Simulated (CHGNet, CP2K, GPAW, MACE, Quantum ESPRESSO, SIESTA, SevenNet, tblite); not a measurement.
**Running amorphous carbon (111 atoms) with GPAW**

Aim: run amorphous carbon (111 atoms) in GPAW and see how near its forces come to a plane-wave reference, and at what cost.

Method: the method is named at each step, in GPAW 26.7.0.

## (1) The structure

The cell holds 111 atoms: 111 C. Cell: a = 8.867 Å, b = 8.867 Å, c = 8.867 Å, α = 90.0°, β = 90.0°, γ = 90.0°. 111 atoms (111 C) placed at random at 3.18 g/cm³, melted at 6000 K for 10 ps at fixed volume with the Tersoff potential (Tersoff, Phys. Rev. B 39, 5566 (1989)). Quenched from 6000 K to 300 K at 100 K/ps and fixed volume, annealed at 1500 K for 20 ps, held 5 ps. Then every atom was moved at random, 0.02 Å r.m.s. a Cartesian component.

The yardstick, on the same geometry:

```
method                 : Kohn-Sham DFT, PBE, SSSP efficiency 1.3.0 pseudopotentials, plane waves (Quantum ESPRESSO 7.5); sssp-pbe-1.3.0-efficiency, cutoffs 45/360 Ry, Γ point
r.m.s. force component : 1.672 eV/Å
longest force          : 8.692 eV/Å
pressure               : 19.11 GPa
time                   : 68 s on 4 MPI ranks of Arm Neoverse V1, shared host
CPU time               : 4.6 min
```

## (2) PBE, LCAO dzp, h 0.2 Å

Method: Kohn-Sham DFT, PBE, PAW, atomic orbitals (dzp).

Contents of run.py:

```python
import numpy as np
from ase.io import read
from gpaw import GPAW, FermiDirac
from ase.parallel import parprint as print

atoms = read("structure.xyz")
atoms.calc = GPAW(
    mode="lcao",
    basis="dzp",
    h=0.2,
    xc="PBE",
    kpts={"size": (1, 1, 1), "gamma": True},
    occupations=FermiDirac(0.05),
    maxiter=200,
    symmetry={"point_group": False},
    txt="gpaw.txt",
)
energy = atoms.get_potential_energy(force_consistent=True)
forces = atoms.get_forces()
print(f"energy {energy:.6f} eV")
print("forces (eV/A)")
for i, (a, f) in enumerate(zip(atoms, forces)):
    print(f"{i:4d} {a.symbol:2s} {f[0]:10.5f} {f[1]:10.5f} {f[2]:10.5f}")
print(f"Fermi level {atoms.calc.get_fermi_level():.4f} eV")
for k in range(len(atoms.calc.get_ibz_k_points())):
    for s in range(atoms.calc.get_number_of_spins()):
        e = atoms.calc.get_eigenvalues(kpt=k, spin=s)
        n = np.searchsorted(e, atoms.calc.get_fermi_level())
        print(f"k {k} spin {s} levels about the Fermi level:", np.round(e[max(n - 6, 0):n], 4).tolist(), "|", np.round(e[n:n + 6], 4).tolist())
```

Contents of structure.xyz:

```xyz
111
Lattice="8.86660 0.00000 0.00000 0.00000 8.86660 0.00000 0.00000 0.00000 8.86660" Properties=species:S:1:pos:R:3 pbc="T T T"
C 7.05063 3.76316 3.30600
C 8.08226 5.98105 2.88634
C 4.90607 8.39126 2.81213
C 6.49860 1.15807 1.70274
C 1.41396 3.95167 2.29450
C 0.58245 1.36253 5.44684
C 8.31128 8.38834 6.36161
C 2.09686 5.37564 0.14204
C 1.29798 0.60958 7.67644
C 6.60491 3.92356 7.97515
C 5.40162 0.91619 2.75166
C 4.27831 4.03218 3.73905
C 5.64528 3.22203 3.70775
C 7.20447 8.42238 8.59768
C 3.87648 3.49849 8.26766
C 0.44032 0.57553 0.08707
C 8.38736 3.23711 4.13653
C 8.12677 1.98337 4.81093
C 4.50033 2.62451 7.31459
C 4.60177 4.25109 1.34896
C 1.59980 6.82187 4.75436
C 6.69606 8.71808 4.51345
C 3.93118 0.87017 0.41948
C 1.45102 4.96716 7.60205
C 6.84466 3.75048 6.41321
C 7.10445 6.93377 8.17944
C 1.18963 0.53785 2.82428
C 5.77021 0.40671 5.73704
C 7.44280 1.00751 3.96115
C 2.97802 7.42507 4.52897
C 5.25621 7.78940 1.40243
C 0.08858 7.07422 6.73507
C 8.45989 6.35283 7.87106
C 4.32779 2.80114 5.90303
C 3.08469 5.76896 2.47121
C 1.96475 1.96174 5.28396
C 6.12097 6.66910 1.64014
C 8.19779 8.35695 1.96963
C 6.34352 6.87215 6.93953
C 7.03254 6.65979 5.68447
C 3.68735 6.44132 7.20030
C 4.36379 5.00289 2.56156
C 5.84229 7.81830 3.74667
C 5.14387 0.71873 8.72775
C 2.04978 3.20253 4.47657
C 3.31238 8.61718 5.39577
C 0.34278 7.53058 4.18007
C 4.58270 4.22387 5.33610
C 6.43839 2.65360 8.61266
C 8.18884 4.35155 6.39805
C 5.31739 1.75213 3.85733
C 4.45290 4.83097 0.01534
C 3.40344 8.14911 3.18311
C 1.42539 6.89813 6.23224
C 8.74628 4.88301 7.61375
C 2.95497 0.95812 4.78876
[... 51 atom lines left out ...]
C 5.83591 5.02479 8.59404
C 4.92513 2.90913 1.47256
C 4.92380 7.26715 6.88163
C 7.23080 3.50053 1.87945
```

Started as:

```
> OMP_NUM_THREADS=1 mpirun -np 2 gpaw python run.py > output.txt
```

Log:

```text
energy -890.822728 eV
forces (eV/A)
   0 C    -0.67865   -1.79573    1.48338
   1 C     0.37387    0.25292    1.45057
   2 C    -0.19627    1.40688   -1.03847
   3 C    -0.54091   -2.79861    1.81058
   4 C    -0.34580    1.75168   -0.30350
   5 C     0.37634    0.95364   -0.03177
   6 C     1.23141   -1.43284    1.65308
   7 C    -2.30422   -1.42620   -0.15523
   8 C    -0.52671    2.75219    1.94223
   9 C     0.45708   -1.48607   -0.95008
  10 C    -0.73001    0.23829   -0.25820
  11 C     1.88744   -1.16660    0.28302
  12 C     0.70624   -1.03090   -1.34624
  13 C     1.34460   -2.63875    0.16672
  14 C     0.50649    1.93776   -1.01505
  15 C     0.22190    2.02754   -0.31516
  16 C     0.86831   -0.50551   -3.30523
  17 C    -0.72972   -2.04099    3.75696
  18 C     0.89690    0.03912   -1.08711
  19 C    -0.44869    1.89484   -0.08943
  20 C    -1.69225   -0.01688    0.51232
  21 C     1.05081    0.60450    2.94023
  22 C    -2.79103    0.86417    2.77341
  23 C     0.43284    2.66500   -1.31168
[...]
103 C    -0.26846    1.00638   -1.45610
 104 C    -0.03432   -0.91117    1.31238
 105 C    -0.11589    2.05782   -2.57297
 106 C     0.88172   -1.05997   -0.76720
 107 C     1.44111    0.05486   -0.59314
 108 C     1.87214   -0.73329    0.00233
 109 C    -0.66413    1.37892   -1.35676
 110 C     1.22359    0.83550   -1.92377
Fermi level 11.1747 eV
k 0 spin 0 levels about the Fermi level: [10.5834, 10.6904, 10.7202, 10.9334, 11.0247, 11.0829] | [11.2622, 11.3352, 11.4458, 11.5059, 11.5873, 11.6469]
```

gpaw.txt:

```text
Input parameters:
  mode=LCAO(),
  basis={'default': 'dzp'},
  h=0.2,
  kpts=MonkhorstPack(size=(1, 1, 1), gamma=True),
  maxiter=200,
  occupations=Occupations(name='fermi-dirac', width=0.05, fixmagmom=False),
  symmetry=Symmetry(point_group=False),
  xc=XC(name='PBE')
Unit cell  # Å
| periodic |        x |        y |        z |  lengths |    angles |
|----------|----------|----------|----------|----------|-----------|
|      yes | 8.866600 | 0.000000 | 0.000000 | 8.866600 | 90.000000 |
|      yes | 0.000000 | 8.866600 | 0.000000 | 8.866600 | 90.000000 |
|      yes | 0.000000 | 0.000000 | 8.866600 | 8.866600 | 90.000000 |
Number of symmetries: 1
Symmetry operations  # r_c * U_cc + t_c -> r_c
|   | kind |            matrix            |
|---|------|------------------------------|
| 0 |  E   |  1, 0, 0,  0, 1, 0,  0, 0, 1 |
BZ-sampling:
  Number of BZ points: 1
  Number of IBZ points: 1
  Monkhorst-Pack size: [1, 1, 1]
  Monkhorst-Pack shift: [0, 0, 0]
[... lines left out ...]
Reference energy: -114066.720818  # eV
eigensolver:
density mixing:
  MSR1-Mixer
occupation numbers:
  Fermi-Dirac:
    width: 0.0500  # eV
FastPoissonSolver using
    Stencil: 6*3+1=19 point O(h^6) finite-difference Laplacian
xc functional:
  name: PBE with 2 nearest neighbor stencil
interpolation: tri-quintic # 5. degree polynomial
Initialization done in: 5.923 s
convergence criteria:
- Maximum [total energy] change in last 3 cyles: 0.0005 eV / valence electron
- Maximum integral of absolute [dens]ity change: 0.0001 electrons / valence electron
- Maximum integral of absolute [eigenst]ate change: 4e-08 eV^2 / valence electron
maximum number of iterations: 200
SCF iterations
|iter     |      energy | eigst |  dens |
|---------|-------------|-------|-------|
|iter:   1| -904.398502 |      c|       |
|iter:   2| -901.914399 |      c| -0.93 |
|iter:   3| -943.567300 |      c| -0.96 |
|iter:   4| -925.572874 |      c| -1.05 |
|iter:   5| -899.002150 |      c| -1.06 |
|iter:   6| -892.069943 |      c| -1.42 |
|iter:   7| -890.912287 |      c| -1.72 |
|iter:   8| -890.893533 |      c| -1.98 |
|iter:   9| -890.860120c|      c| -2.08 |
|iter:  10| -890.797067c|      c| -2.23 |
|iter:  11| -890.782496c|      c| -2.41 |
[...]
|iter:  16| -890.759439c|      c| -3.77 |
|iter:  17| -890.759498c|      c| -3.91 |
|iter:  18| -890.759492c|      c| -4.18c|
Converged in 18 steps
SCF loop duration: 189.611 s (10.534 s/step)
Energy contributions relative to reference atoms: (reference = -114066.720818)
Energy contributions:
  Kinetic:         966.947334
  Coulomb:        -856.867478
  Zero:             13.965689
  External:          0.000000
  Xc:            -1014.741801
  Entropy:          -0.126472
  Spinorbit:         0.000000
  ----------------------------
  Free energy:    -890.822728
  Extrapolated:   -890.759492
dipole moment: (-53.127571, 15.147400, -37.901737)  # |e|*Ang
Fermi level: 11.175
Eigenvalues  # (at kpt = [0.000, 0.000, 0.000])
| band index |      eig [eV] | occ [0-2] |
|------------|---------------|-----------|
|          0 |       -10.889 |     2.000 |
|        ... |               |           |
|        214 |        10.305 |     2.000 |
|        215 |        10.431 |     2.000 |
[...]
|        229 |        11.892 |     0.000 |
|        ... |               |           |
|        270 |        17.290 |     0.000 |
Gap: 0.179 eV
Transition (v -> c):
  (s=0, k=0, n=221, [0.00, 0.00, 0.00]) -> (s=0, k=0, n=222, [0.00, 0.00, 0.00])
No difference between direct/indirect transitions
Force computation time: 26.164  # s
```

Run time: 3.7 min. Hardware: 2 MPI ranks of Arm Neoverse V1, shared host; peak memory 1.3 GiB; 7.5 min of CPU time.

Banners, paths, timers and routine set-up lines are dropped from the logs unmarked, and long logs keep their key lines alone; longer cuts are marked.

Against the reference:

- r.m.s. force component: 1.733 eV/Å
- r.m.s. difference of force components: 135.8 meV/Å
- longest difference of force vectors: 462.7 meV/Å
- force difference over r.m.s. force: 8.122 %
- slope of forces against the reference's: 1.034
- correlation of force components: 0.9975

The surroundings of C76, picked at random, nearest first, numbered as they follow in the input and with coordinates relative to it.

```
atom      x      y      z  distance (Å)  bonds     Fx     Fy  Fz (eV/Å)
 C76   0.00   0.00   0.00          0.00      3  -1.09  -1.80       1.37
 C87  -0.74  -0.67   1.21          1.57      3   3.94   1.29      -2.72
 C57  -0.07   1.59  -0.22          1.61      4  -1.01  -0.96       1.69
 C36  -0.36  -0.89  -1.34          1.65      4  -1.75   2.19       1.68
 C34   2.01  -0.05  -0.72          2.13      3  -0.67   1.17       0.90
 C45  -0.27   0.35  -2.15          2.19      3  -2.29  -4.32      -1.72
 C19   2.18  -0.22   0.69          2.30      3   0.90   0.04      -1.09
 C83  -0.92   1.51  -1.48          2.31      4   5.62  -2.46       0.60
 C15   1.56   0.65   1.64          2.35      3   0.51   1.94      -1.02
```

Atoms are counted from 1 here, from 0 in the log.

Forces lie 8.1 % from the reference's, at 1.6 times its CPU time (on 2 against 4 cores).

## (3) LDA, LCAO dzp, h 0.2 Å

Method: Kohn-Sham DFT, LDA, PAW, atomic orbitals (dzp).

run.py: that of step 2 with these lines changed.

```diff
@@ -10,3 +10,3 @@
     h=0.2,
-    xc="PBE",
+    xc="LDA",
     kpts={"size": (1, 1, 1), "gamma": True},
```

structure.xyz is that of step 2.

Log:

```text
energy -1002.589701 eV
forces (eV/A)
   0 C    -0.64247   -1.72507    1.44894
   1 C     0.26863    0.20109    1.34069
   2 C    -0.10487    1.38202   -1.02618
   3 C    -0.60538   -2.77367    1.83121
   4 C    -0.36193    1.77360   -0.29766
   5 C     0.38102    0.97033   -0.00457
   6 C     1.23262   -1.47754    1.62931
   7 C    -2.29674   -1.42335   -0.17475
   8 C    -0.57296    2.71703    1.95145
   9 C     0.38335   -1.53617   -0.92365
  10 C    -0.66643    0.20173   -0.21781
  11 C     1.92620   -1.19613    0.25500
  12 C     0.64303   -1.04806   -1.39666
  13 C     1.34227   -2.67585    0.15524
  14 C     0.55858    1.82362   -0.87264
  15 C     0.16376    1.98776   -0.30847
  16 C     0.89375   -0.53756   -3.20901
  17 C    -0.72012   -1.99808    3.68299
  18 C     0.96107    0.10546   -1.07157
  19 C    -0.45121    1.84272   -0.07445
  20 C    -1.62843   -0.04203    0.53033
  21 C     1.03182    0.60474    2.92134
  22 C    -2.71920    0.86949    2.80053
  23 C     0.39792    2.61793   -1.29774
[...]
103 C    -0.31492    1.01641   -1.38331
 104 C     0.02553   -0.87401    1.36119
 105 C    -0.17247    2.00123   -2.50123
 106 C     0.88092   -1.02889   -0.84285
 107 C     1.39427   -0.00875   -0.52109
 108 C     1.81334   -0.67401   -0.07873
 109 C    -0.68425    1.35124   -1.42315
 110 C     1.18837    0.80324   -1.89619
Fermi level 10.8901 eV
k 0 spin 0 levels about the Fermi level: [10.311, 10.4033, 10.4375, 10.6495, 10.7422, 10.7993] | [10.977, 11.0483, 11.1522, 11.2082, 11.2903, 11.3611]
```

gpaw.txt:

```text
Input parameters:
  mode=LCAO(),
  basis={'default': 'dzp'},
  h=0.2,
  kpts=MonkhorstPack(size=(1, 1, 1), gamma=True),
  maxiter=200,
  occupations=Occupations(name='fermi-dirac', width=0.05, fixmagmom=False),
  symmetry=Symmetry(point_group=False),
  xc=XC(name='LDA')
Unit cell  # Å
| periodic |        x |        y |        z |  lengths |    angles |
[... lines left out ...]
  Fermi-Dirac:
[... lines left out ...]
convergence criteria:
- Maximum [total energy] change in last 3 cyles: 0.0005 eV / valence electron
[... lines left out ...]
Converged in 18 steps
[... lines left out ...]
  Coulomb:        -809.886288
  Zero:             13.584950
  External:          0.000000
  Xc:            -1128.501459
  Entropy:          -0.129140
  Spinorbit:         0.000000
  ----------------------------
  Free energy:   -1002.589701
  Extrapolated:  -1002.525131
dipole moment: (-53.099209, 15.136359, -37.906208)  # |e|*Ang
Fermi level: 10.890
Eigenvalues  # (at kpt = [0.000, 0.000, 0.000])
| band index |      eig [eV] | occ [0-2] |
|------------|---------------|-----------|
|          0 |       -10.971 |     2.000 |
|        ... |               |           |
|        214 |        10.023 |     2.000 |
|        215 |        10.148 |     2.000 |
[...]
|        229 |        11.600 |     0.000 |
|        ... |               |           |
|        270 |        16.979 |     0.000 |
Gap: 0.178 eV
Transition (v -> c):
  (s=0, k=0, n=221, [0.00, 0.00, 0.00]) -> (s=0, k=0, n=222, [0.00, 0.00, 0.00])
No difference between direct/indirect transitions
Force computation time: 27.513  # s
```

Wall time 3.8 min (2 MPI ranks); peak memory 1.3 GiB; 7.6 min of CPU time.

Numbers from this run, and their distance from the reference:

* r.m.s. force component: 1.707 eV/Å
* r.m.s. difference of force components: 109.9 meV/Å
* longest difference of force vectors: 380.4 meV/Å
* force difference over r.m.s. force: 6.573 %
* slope of forces against the reference's: 1.019
* correlation of force components: 0.9981

Against the first run (8.1 %), the force difference from the reference is 6.6 %, at 1.0 times the CPU time; another functional landing nearer a PBE reference means that errors partly cancel.

## (4) Side by side

Differences are against the plane-wave reference, forces as r.m.s. over components; share is that over the reference's r.m.s. force, slope the least-squares factor from reference forces to these. Total energies of different programs have different zeros and aren't compared.

```
                        run  Δ force, r.m.s. (meV/Å)  share (%)  slope  cores  CPU time  memory (GiB)
                  reference                        -          -      -      4   4.6 min           2.0
GPAW PBE, LCAO dzp, h 0.2 Å                      136       8.12  1.034      2   7.5 min           1.3
GPAW LDA, LCAO dzp, h 0.2 Å                      110       6.57  1.019      2   7.6 min           1.3
```

CPU time is summed over cores on a shared host, where runs went side by side, so it is rough. Symmetry, cutoffs, thresholds, outputs and thread counts weren't matched or tuned between programs; memory under MPI is the largest rank's times the ranks.

## (5) Results

| Quantity | Value |
| --- | --- |
| nearest in forces | GPAW LDA, LCAO dzp, h 0.2 Å, 6.6 % |
| its CPU time | 7.6 min |

The PBE run in local orbitals differs by 8.1 % (GPAW PBE, LCAO dzp, h 0.2 Å); basis, grid and potentials can all enter. Rows with another functional or a dispersion term differ by 6.6 % (GPAW LDA, LCAO dzp, h 0.2 Å), which mixes the change of model with differences of basis and potentials. None of the electronic-structure runs in the table takes under half the reference's CPU time of 4.6 min; they take 1.6 to 1.7 times as much. The quench rate of 100 K/ps is many orders above laboratory rates, so the cell is likely richer in defects and strain than a real sample. The network of bonds at the start is that of the classical potential that made the cell, and needn't be the one that DFT or experiment would give. The reference's stress is far from hydrostatic: its diagonal is 19.2, 22.5, 15.6 GPa, compression counted positive. The electronic-structure runs sample only Γ, in a cell whose shortest periodic width is 9 Å, which is coarse for a cell with partly filled levels.

[Also dropped from logs without a mark: logging warnings of Python, and SIESTA's first energy breakdown and zero terms.]

[Logs are printed without paths, hosts, clocks, repeated set-up lines and the standing remarks that a program may print on its own settings, such as how far it seeks lower states.]

[Hosts, paths, dates, database ids (printed as entryN), source tags and the programs' standing remarks are cut or masked in the printed files.]
